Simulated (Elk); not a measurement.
# Does BaFeO3 carry moments in Elk?, part 2 of 2

Aim: find out whether BaFeO3 carries moments when they start parallel, and what they gain.

Elk 11.2.3 (patched build); PBEsol with U = 4.50 eV, J = 0.90 eV on Fe d; all-electron APW+lo, Dirac cores, scalar-relativistic bands.

So far. Step 2 (Start 1: ferro +): After 26 cycles the largest moment stands at 3.77 μB.

The database entry behind the starting cell differs from later determinations by our own check (an axis about 1.3 % long against later determinations), so it need not match the best structure at ambient conditions.

### Step 3. Start 2: no spin polarisation

This run holds no moments, which gives a state to set the others against.

elk.in reads:

```
tasks
  0

xctype
  22

rgkmax
  7.0

nempty
  12

swidth
  0.003

epsengy
  1e-05

maxscl
  100

lmaxi
  2

sppath
  './'

avec
  7.59669902100 0.00000000000 0.00000000000
  0.00000000000 7.59669902100 0.00000000000
  0.00000000000 0.00000000000 7.59669902100

atoms
  3
  'Ba.in'
  1
  0.0000000000 0.0000000000 0.0000000000   0.000000 0.000000 0.000000
  'Fe.in'
  1
  0.5000000000 0.5000000000 0.5000000000   0.000000 0.000000 0.000000
  'O.in'
  3
  0.5000000000 0.5000000000 0.0000000000   0.000000 0.000000 0.000000
  0.0000000000 0.5000000000 0.5000000000   0.000000 0.000000 0.000000
  0.5000000000 0.0000000000 0.5000000000   0.000000 0.000000 0.000000

ngridk
  6 6 6

dft+u
  1 1
  2 2 0.165372 0.033074
```

On the command line:

```console
$ OMP_NUM_THREADS=2 elk
```

Numbers of over 12 decimals in the logs are rounded to 6 here.

The program printed:

```text
Warning(gndstate): forces or DFT+U at lmaxo under 8 : 6
  [figures from our tests cut]: type lmaxo 8 and lmaxapw 10

--- INFO.OUT ---
┌─────────────────────────┐
│ Elk code version 11.2.3 │
└─────────────────────────┘

All units are atomic (Hartree, Bohr, etc.)

┌─────────────────────────────────────────────────┐
│ Ground-state run starting from atomic densities │
└─────────────────────────────────────────────────┘

Lattice vectors :
   7.596699021       0.000000000       0.000000000
   0.000000000       7.596699021       0.000000000
   0.000000000       0.000000000       7.596699021

Species : 1 (Ba)
 parameters loaded from : Ba.in
 name : barium
 nuclear charge    :   -56.00000000
 electronic charge :    56.00000000
 atomic mass :    250331.8071
 muffin-tin radius :    2.800000000
 number of radial points in muffin-tin :   1393
 inner part over the whole radius :   0.9950032293E-02
 number on inner part of muffin-tin    :    996
 approximate nuclear radius :   0.9171481901E-04
 number of mesh points to nuclear radius :    504
 atomic positions (lattice), magnetic fields (Cartesian) :
  1 :   0.00000000  0.00000000  0.00000000    0.00000000  0.00000000  0.00000000

Species : 2 (Fe)
 parameters loaded from : Fe.in
 name : iron
 nuclear charge    :   -26.00000000
 electronic charge :    26.00000000
 atomic mass :    101799.2075
 muffin-tin radius :    2.141914006
 number of radial points in muffin-tin :    993
 inner part over the whole radius :   0.9919286542E-02
 number on inner part of muffin-tin    :    698
 approximate nuclear radius :   0.7160107270E-04
 number of mesh points to nuclear radius :    334
 atomic positions (lattice), magnetic fields (Cartesian) :
  1 :   0.50000000  0.50000000  0.50000000    0.00000000  0.00000000  0.00000000

Species : 3 (O)
 parameters loaded from : O.in
 name : oxygen
 nuclear charge    :   -8.000000000
 electronic charge :    8.000000000
 atomic mass :    29165.12205
 muffin-tin radius :    1.606435505
 number of radial points in muffin-tin :    593
 inner part over the whole radius :   0.9821042156E-02
 number on inner part of muffin-tin    :    406
 approximate nuclear radius :   0.5115538663E-04
 number of mesh points to nuclear radius :    174
 atomic positions (lattice), magnetic fields (Cartesian) :
  1 :   0.50000000  0.50000000  0.00000000    0.00000000  0.00000000  0.00000000
  2 :   0.00000000  0.50000000  0.50000000    0.00000000  0.00000000  0.00000000
  3 :   0.50000000  0.00000000  0.50000000    0.00000000  0.00000000  0.00000000

Total number of atoms per unit cell :    5
Total muffin-tin volume :    185.2095994
 ratio of muffin-tin to unit cell volume :   0.4224630518

Spin treatment :
 spin-unpolarised

Number of Bravais lattice symmetries :   48
Number of crystal symmetries         :   48
Crystal has inversion symmetry
Real symmetric eigensolver will be used

k-point grid :      6     6     6
k-point offset :    0.000000000       0.000000000       0.000000000
k-point set is reduced with full crystal symmetry group
Total number of k-points :       20

Muffin-tin radius times maximum |G+k| :    7.000000000
 using average radius
Maximum |G+k| for APW functions       :    3.585617181
Maximum (1/2)|G+k|²                   :    6.428325284
Maximum |G| for potential and density :    12.00000000
Constant for pseudocharge density :    8
 order of it for each species :   15  15  15
 order of it for pair densities of each species (exact exchange by exxq0 0: 15) :   15  12   5
Radial integration step length :    1

G-vector grid sizes :     30    30    30
Number of G-vectors :    12893

Maximum angular momentum used for
 APW functions            :    8
 outer part of muffin-tin :    6
 inner part of muffin-tin :    2

Number of empty states         :     60
Total number of valence states :     88
Total number of core states    :     52

Third-order local-orbitals added for an l without core states : T
Total number of local-orbitals :     65

Exchange-correlation functional :     22     0     0
 PBEsol, Phys. Rev. Lett. 100, 136406 (2008)
 gradient requirement :    1
 generalised gradient approximation (GGA)

DFT+U calculation
 fully localised limit (FLL)
 see Phys. Rev. B 52, R5467 (1995)
 species : 2 (Fe), l = 2, U =   0.16537200, J =   0.03307400

Smearing type :    3
 Fermi-Dirac
Smearing width :   0.3000000000E-02
Effective electronic temperature (K) :    947.3250744

Mixing type :    3
 Broyden mixing, J. Phys. A: Math. Gen. 17, L317 (1984)

Kohn-Sham potential initialised from atomic data

┌──────────────────────────────┐
│ Self-consistent loop started │
└──────────────────────────────┘

┌─────────────────┐
│ Loop number : 1 │
└─────────────────┘

Energies :
 Fermi                       :     0.139790
 sum of occupied eigenvalues :     -5863.7216166313
 electron kinetic            :      10188.856151326
 core electron kinetic       :      9741.2516246114
 Coulomb                     :     -19547.865816950
 Coulomb potential           :     -15697.480034347
 nuclear-nuclear             :     -1027.0915150280
 electron-nuclear            :     -21364.770554331
 Hartree                     :      2843.9962524096
 Madelung                    :     -11699.125799776
 xc potential                :     -355.09773361073
 exchange                    :     -268.47215345655
 correlation                 :     -5.776997
 DFT+U                       :     0.160747
 electron entropic           :    -0.60359685389069E-02
 total energy                :     -9633.1041059265

Density of states at Fermi energy :    210.6284108
 (states/Hartree/unit cell)

Estimated indirect band gap :   0.1862215730E-02
 from k-point 10 to k-point 7
Estimated direct band gap   :   0.2026433449E-02
 at k-point 7

Charges :
 core                        :    52.00000000
 valence                     :    54.00000000
 interstitial                :    6.733697743
 muffin-tins (core leakage)
  species : 1 (Ba)
   atom 1                    :    53.63095265     (  0.5308616721E-05)
  species : 2 (Fe)
   atom 1                    :    22.90092561     ( -0.2192814090E-06)
  species : 3 (O)
   atom 1                    :    7.578141330     ( -0.1674091634E-06)
   atom 2                    :    7.578141330     ( -0.1674091634E-06)
   atom 3                    :    7.578141330     ( -0.1674091634E-06)
 total in muffin-tins        :    99.26630226
 total calculated charge     :    105.9995197
 total charge                :    106.0000000
 error                       :   0.4803397210E-03

[... earlier loops left out ...]

┌──────────────────┐
│ Loop number : 44 │
└──────────────────┘

Energies :
 Fermi                       :     0.226400
 sum of occupied eigenvalues :     -5850.7717179359
 electron kinetic            :      10196.519614743
 core electron kinetic       :      9741.3381812396
 Coulomb                     :     -19554.988832446
 Coulomb potential           :     -15686.784358949
 nuclear-nuclear             :     -1027.0915150280
 electron-nuclear            :     -21389.601321472
 Hartree                     :      2861.7040040544
 Madelung                    :     -11711.596652971
 xc potential                :     -360.50697373072
 exchange                    :     -268.77408379832
 correlation                 :     -5.797408
 DFT+U                       :     0.253385
 electron entropic           :    -0.66192656478970E-02
 total energy                :     -9632.7939430893

Density of states at Fermi energy :    236.5557240
 (states/Hartree/unit cell)

Estimated indirect band gap :   0.9331043068E-03
 from k-point 9 to k-point 16
Estimated direct band gap   :   0.6483832982E-02
 at k-point 17

Charges :
 core                        :    52.00000000
 valence                     :    54.00000000
 interstitial                :    6.835961024
 muffin-tins (core leakage)
  species : 1 (Ba)
   atom 1                    :    53.74273528     (  0.5137200034E-05)
  species : 2 (Fe)
   atom 1                    :    24.25063608     ( -0.2192828656E-06)
  species : 3 (O)
   atom 1                    :    7.056889206     ( -0.1660195506E-06)
   atom 2                    :    7.056889206     ( -0.1660195506E-06)
   atom 3                    :    7.056889206     ( -0.1660195506E-06)
 total in muffin-tins        :    99.16403898
 total calculated charge     :    105.9997219
 total charge                :    106.0000000
 error                       :   0.2780599450E-03

┌──────────────────────────────┐
│ Self-consistent loop stopped │
└──────────────────────────────┘

Warning : forces or DFT+U at lmaxo under 8 : 6

Wrote STATE.OUT
```

Run time: 6.7 min. Hardware: 2 threads of Arm Neoverse N1, shared host; peak memory 0.21 GiB; 13 min of CPU time.

Read from the output:

* density of states at the Fermi level: 8.693 states/eV/cell
* final state: non-magnetic (no spin polarisation)

It lies 2604 meV a seeded atom over the first start.

### Step 4. Ranking

These are free energies at a smearing of 0.0816 eV, so its entropy term is in the differences. They are divided by the number of seeded atoms, so that cells of unlike size compare.

Orders:

| start | final state | typed order kept | energy over the lowest (meV a seeded atom) | largest sphere moment (μB) | net moment (μB a primitive cell) | DOS at the Fermi level (states/eV a primitive cell) | mesh matched | CPU time (s) |
| --- | --- | --- | --- | --- | --- | --- | --- | --- |
| ferro + | ferromagnetic | yes | 0 | 3.771 | 4.175 | 1.639 | yes | 1315 |
| no spin polarisation | non-magnetic | - | 2604 | 0 | 0 | 8.693 | yes | 777.8 |

### Step 5. Orbital moments

Orbital moments arise only with spin–orbit coupling, and measured moments hold them.

The run goes on from the saved lowest state, with the moments along the z axis of the cell.

Edit elk.in of step 3 so:

```diff
@@ -1,3 +1,4 @@
 tasks
-  0
+  1
+  15
 
@@ -15,2 +16,5 @@
 
+reducebf
+  0.6
+
 epsengy
@@ -22,3 +26,12 @@
 lmaxi
-  2
+  3
+
+spinpol
+  .true.
+
+spinorb
+  .true.
+
+cmagz
+  .true.
 
@@ -39,3 +52,3 @@
   1
-  0.5000000000 0.5000000000 0.5000000000   0.000000 0.000000 0.000000
+  0.5000000000 0.5000000000 0.5000000000   0.000000 0.000000 -0.000400
   'O.in'
```

On the command line:

```console
$ OMP_NUM_THREADS=2 elk
```

The program printed:

```text
Warning(gndstate): forces or DFT+U at lmaxo under 8 : 6
  [figures from our tests cut]: type lmaxo 8 and lmaxapw 10
Warning(chksvso): spin-orbit splittings by the second variation are low [figures from our tests cut]: local-orbitals by j (lorbdm 7 and 8, zora) mend levels alone

--- INFO.OUT ---
┌─────────────────────────┐
│ Elk code version 11.2.3 │
└─────────────────────────┘

All units are atomic (Hartree, Bohr, etc.)

┌──────────────────────────────────────────┐
│ Ground-state run resuming from STATE.OUT │
└──────────────────────────────────────────┘

Lattice vectors :
   7.596699021       0.000000000       0.000000000
   0.000000000       7.596699021       0.000000000
   0.000000000       0.000000000       7.596699021

Species : 1 (Ba)
 parameters loaded from : Ba.in
 name : barium
 nuclear charge    :   -56.00000000
 electronic charge :    56.00000000
 atomic mass :    250331.8071
 muffin-tin radius :    2.800000000
 number of radial points in muffin-tin :   1393
 inner part over the whole radius :   0.9950032293E-02
 number on inner part of muffin-tin    :    996
 approximate nuclear radius :   0.9171481901E-04
 number of mesh points to nuclear radius :    504
 atomic positions (lattice), magnetic fields (Cartesian) :
  1 :   0.00000000  0.00000000  0.00000000    0.00000000  0.00000000  0.00000000

Species : 2 (Fe)
 parameters loaded from : Fe.in
 name : iron
 nuclear charge    :   -26.00000000
 electronic charge :    26.00000000
 atomic mass :    101799.2075
 muffin-tin radius :    2.141914006
 number of radial points in muffin-tin :    993
 inner part over the whole radius :   0.9919286542E-02
 number on inner part of muffin-tin    :    698
 approximate nuclear radius :   0.7160107270E-04
 number of mesh points to nuclear radius :    334
 atomic positions (lattice), magnetic fields (Cartesian) :
  1 :   0.50000000  0.50000000  0.50000000    0.00000000  0.00000000  0.00000000

Species : 3 (O)
 parameters loaded from : O.in
 name : oxygen
 nuclear charge    :   -8.000000000
 electronic charge :    8.000000000
 atomic mass :    29165.12205
 muffin-tin radius :    1.606435505
 number of radial points in muffin-tin :    593
 inner part over the whole radius :   0.9821042156E-02
 number on inner part of muffin-tin    :    406
 approximate nuclear radius :   0.5115538663E-04
 number of mesh points to nuclear radius :    174
 atomic positions (lattice), magnetic fields (Cartesian) :
  1 :   0.50000000  0.50000000  0.00000000    0.00000000  0.00000000  0.00000000
  2 :   0.00000000  0.50000000  0.50000000    0.00000000  0.00000000  0.00000000
  3 :   0.50000000  0.00000000  0.50000000    0.00000000  0.00000000  0.00000000

Total number of atoms per unit cell :    5
Total muffin-tin volume :    185.2095994
 ratio of muffin-tin to unit cell volume :   0.4224630518

Spin treatment :
 spin-polarised
 spin-orbit coupling
 global magnetic field (Cartesian) :    0.000000000       0.000000000       0.000000000
 collinear magnetisation in z-direction

Number of Bravais lattice symmetries :   48
Number of crystal symmetries         :    8
Crystal has inversion symmetry
Real symmetric eigensolver will be used

k-point grid :      6     6     6
k-point offset :    0.000000000       0.000000000       0.000000000
k-point set is reduced with full crystal symmetry group
Total number of k-points :       44

Muffin-tin radius times maximum |G+k| :    7.000000000
 using average radius
Maximum |G+k| for APW functions       :    3.585617181
Maximum (1/2)|G+k|²                   :    6.428325284
Maximum |G| for potential and density :    12.00000000
Constant for pseudocharge density :    8
 order of it for each species :   15  15  15
 order of it for pair densities of each species (exact exchange by exxq0 0: 15) :   15  12   5
Radial integration step length :    1

G-vector grid sizes :     30    30    30
Number of G-vectors :    12893

Maximum angular momentum used for
 APW functions            :    8
 outer part of muffin-tin :    6
 inner part of muffin-tin :    3

Number of empty states         :     60
Total number of valence states :    176
Total number of core states    :     52

Third-order local-orbitals added for an l without core states : T
Total number of local-orbitals :     65

Exchange-correlation functional :     22     0     0
 PBEsol, Phys. Rev. Lett. 100, 136406 (2008)
 gradient requirement :    1
 generalised gradient approximation (GGA)

DFT+U calculation
 fully localised limit (FLL)
 see Phys. Rev. B 52, R5467 (1995)
 species : 2 (Fe), l = 2, U =   0.16537200, J =   0.03307400

Smearing type :    3
 Fermi-Dirac
Smearing width :   0.3000000000E-02
Effective electronic temperature (K) :    947.3250744

Mixing type :    3
 Broyden mixing, J. Phys. A: Math. Gen. 17, L317 (1984)

Potential read in from STATE.OUT

┌──────────────────────────────┐
│ Self-consistent loop started │
└──────────────────────────────┘

[... earlier loops left out ...]

┌──────────────────┐
│ Loop number : 22 │
└──────────────────┘

Energies :
 Fermi                       :     0.231712
 sum of occupied eigenvalues :     -5851.2541402057
 electron kinetic            :      10196.859944308
 core electron kinetic       :      9741.2945854959
 Coulomb                     :     -19555.331998071
 Coulomb potential           :     -15687.413757750
 nuclear-nuclear             :     -1027.0915150280
 electron-nuclear            :     -21389.612500166
 Hartree                     :      2861.3720171231
 Madelung                    :     -11711.625119195
 xc potential                :     -360.39785829662
 xc effective B-field        :    -0.302469
 external B-field            :      0.000000
 exchange                    :     -268.93221552456
 correlation                 :     -5.783158
 DFT+U                       :     0.292886
 electron entropic           :    -0.13813028016895E-02
 total energy                :     -9632.8959222205
 (external B-field energy excluded from total)

Density of states at Fermi energy :    44.88493570
 (states/Hartree/unit cell)

Estimated indirect band gap :   0.3676082618E-02
 from k-point 13 to k-point 11
Estimated direct band gap   :   0.9488829160E-02
 at k-point 44

Charges :
 core                        :    52.00000000
 valence                     :    54.00000000
 interstitial                :    6.899652533
 muffin-tins (core leakage)
  species : 1 (Ba)
   atom 1                    :    53.76345169     (  0.5154592273E-05)
  species : 2 (Fe)
   atom 1                    :    24.08131391     ( -0.2192828248E-06)
  species : 3 (O)
   atom 1                    :    7.085142186     ( -0.1656902433E-06)
   atom 2                    :    7.085219842     ( -0.1656910431E-06)
   atom 3                    :    7.085219842     ( -0.1656910431E-06)
 total in muffin-tins        :    99.10034747
 total calculated charge     :    105.9996256
 total charge                :    106.0000000
 error                       :   0.3744138668E-03

Moments :
 interstitial                :   0.1303432139
 muffin-tins
  species : 1 (Ba)
   atom 1                    :   0.9220801324E-02
  species : 2 (Fe)
   atom 1                    :    3.767767988
  species : 3 (O)
   atom 1                    :   0.8728147452E-01
   atom 2                    :   0.8780090614E-01
   atom 3                    :   0.8780090614E-01
 total in muffin-tins        :    4.039872076
 total moment                :    4.170215290

┌──────────────────────────────┐
│ Self-consistent loop stopped │
└──────────────────────────────┘

Warning : forces or DFT+U at lmaxo under 8 : 6

Wrote STATE.OUT
```

It took 32 min on 2 threads; peak memory 0.33 GiB.

Spin moment in the muffin-tin sphere by atom:

| atom | spin moment in the muffin-tin sphere (μB) |
| --- | --- |
| Ba1 | 0.01 |
| Fe2 | 3.77 |
| O3 | 0.09 |
| O4 | 0.09 |
| O5 | 0.09 |

This step gave:

```yaml
density_of_states_at_the_fermi_level: 1.649 states/eV/cell
moment_between_the_spheres: 0.1303 μB
magnetization: 4.170 μB
final_state: ferromagnetic
```

Orbital moment <L> in the sphere by atom:

| atom | x (μB) | y (μB) | z (μB) | size |
| --- | --- | --- | --- | --- |
| Ba1 | 0.0000 | 0.0000 | 0.0004 | 0.0004 |
| Fe2 | 0.0000 | 0.0000 | 0.0191 | 0.0191 |
| O3 | 0.0000 | 0.0000 | -0.0022 | 0.0022 |
| O4 | 0.0000 | 0.0000 | 0.0021 | 0.0021 |
| O5 | 0.0000 | 0.0000 | 0.0021 | 0.0021 |

### Step 6. Results

| Quantity | Value |
| --- | --- |
| lower run | with moments |
| largest site moment | 3.77 μB |
| run without spin seeds, over the lowest | 2604 meV a seeded atom |
| with spin–orbit coupling: largest spin moment and its orbital moment | 3.77 and 0.0191 μB |

The crystal holds moments, up to 3.77 μB, and gains 2604 meV a seeded atom by them. Under a U a spinless open shell is left with part-filled orbitals, which the U penalises, so its energy is no clean measure of what the moments gain. The orbital moment is almost quenched. No antiferromagnetic order was tried, so the session says nothing on how the moments order. The net moment is no whole number, as in a metal, where a U can create or inflate moments that the crystal lacks. With a GGA and lmaxo under 10 this build's totals carry angular errors that reach some ten meV an atom in oxides, so smaller differences are in doubt. Under a U a part-filled d shell can order its orbitals; no such lower state was searched for, and the cell's symmetry can forbid it.

[Logs and program files are shortened in this print: banners, set-up blocks, solver, clock and traceback lines can be left out without a mark of their own.]

[Logs are printed without paths, hosts, clocks, repeated set-up lines and the standing remarks that a program may print on its own settings, such as how far it seeks lower states.]

[Hosts, paths, dates, database ids (printed as entryN), source tags and the programs' standing remarks are cut or masked in the printed files.]

[Where a cell is said to come from a database of computed structures, the database is the Materials Project.]
